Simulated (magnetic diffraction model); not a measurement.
**YbFe₄B₈: what an assumed order does to the neutron pattern**

Space group I4/mmm (no. 139), a = 7.2040 Å, c = 4.2320 Å.

```
site  atom       x    y    z
  2a    Yb       0    0    0
  8f    Fe     1/4  3/4  3/4
  8j     B  0.2700  1/2    0
  8i     B  0.8436  1/2  1/2
```

The compound is invented for this exercise: a known structure type with other elements, its cell scaled to their sizes and not relaxed.

Only Yb is taken to order (form factors of Yb3+); orders and moment sizes are assumed, and not adapted to the symmetry. Radiation: neutrons of λ = 2.41 Å (absorption by B left out), 8° to 100°; isotropic B of 0.42 Å² (Yb), 0.54 Å² (Fe) and 0.76 Å² (B). The intensities are simulated: I ∝ L Σ (|F_N|² + |F_M⊥|²) for unpolarised neutrons, with F_M = 2.695 fm/μB × Σ f(s) S exp(2πi Q·r) exp(−B s²) at Q = H ± k (one set where k and −k are equivalent), only the part normal to Q counting and L = 1/(sin²θ cos θ). For collinear order S is the moment m, which repeats by lattice and centring translations R with the sign exp(−2πi k·R). Form factors are spin-only for 3d ions and dipole or tabulated for f ions, scattering lengths are Sears's of 1992, and absorption is left out. A label names one of the reflections at its angle. The strongest nuclear line in the range is 100, and lines under 0.2 are left out.

Assume the order k = (1/2 1/2 0), collinear moments along [101], 2.55 μB on Yb.

Predict the pattern, nuclear and magnetic parts apart.

```
2θ (°)         index  nuclear  magnetic
 13.59   (1/2 1/2 0)      0.0       5.7
 27.37       (1 1 0)      1.1       0.0
 30.67  (3/2 -1/2 0)      0.0       2.2
 35.92  (1/2 -1/2 1)      0.0       1.8
 38.57       (1 0 1)      2.9       0.0
 39.09       (2 0 0)     17.3       0.0
 41.57   (3/2 3/2 0)      0.0       0.6
 45.74   (3/2 1/2 1)      0.0       2.1
 50.48   (5/2 1/2 0)      0.0       0.8
 54.12  (3/2 -3/2 1)      0.0       0.7
 56.08       (2 1 1)     14.1       0.0
 56.47       (2 2 0)     12.7       0.0
 58.38  (5/2 -3/2 0)      0.0       0.6
 61.70  (5/2 -1/2 1)      0.0       1.1
 63.87       (3 1 0)      9.1       0.0
 68.76   (5/2 3/2 1)      0.0       0.9
 69.43       (0 0 2)      2.6       0.0
 70.47       (3 0 1)     26.7       0.0
 71.13   (1/2 1/2 2)      0.0       0.5
 72.51   (5/2 5/2 0)      0.0       0.6
 76.14       (1 1 2)      0.4       0.0
 77.79  (3/2 -1/2 2)      0.0       0.8
 79.13   (7/2 3/2 0)      0.0       0.3
 82.05   (7/2 1/2 1)      0.0       0.9
 82.67       (2 0 2)    100.0       0.0
 83.66       (3 2 1)     64.7       0.0
 83.99       (4 0 0)     80.3       0.0
 84.28   (3/2 3/2 2)      0.0       0.3
 88.48  (7/2 -3/2 1)      0.0       0.5
 90.41       (3 3 0)      9.0       0.0
 90.71   (5/2 1/2 2)      0.0       0.6
 92.02  (7/2 -5/2 0)      0.0       0.2
 95.52       (2 2 2)     76.0       0.0
 96.51       (4 1 1)      6.3       0.0
 96.84       (4 2 0)     37.2       0.0
 97.14  (5/2 -3/2 2)      0.0       0.5
 98.46   (9/2 1/2 0)      0.0       0.2
```

The strongest magnetic line in the range is (1/2 1/2 0) at 13.59° (5.7). On top of the Lorentz factor, which all lines share, magnetic lines fade with angle because f falls: for Yb3+ it is 0.97, 0.88, 0.76 and 0.51 at sin θ/λ = 0.1, 0.2, 0.3 and 0.5 Å⁻¹, while nuclear lengths stay constant. The order has no net moment.

[Logs are printed without paths, hosts, clocks, repeated set-up lines and the standing remarks that a program may print on its own settings, such as how far it seeks lower states.]
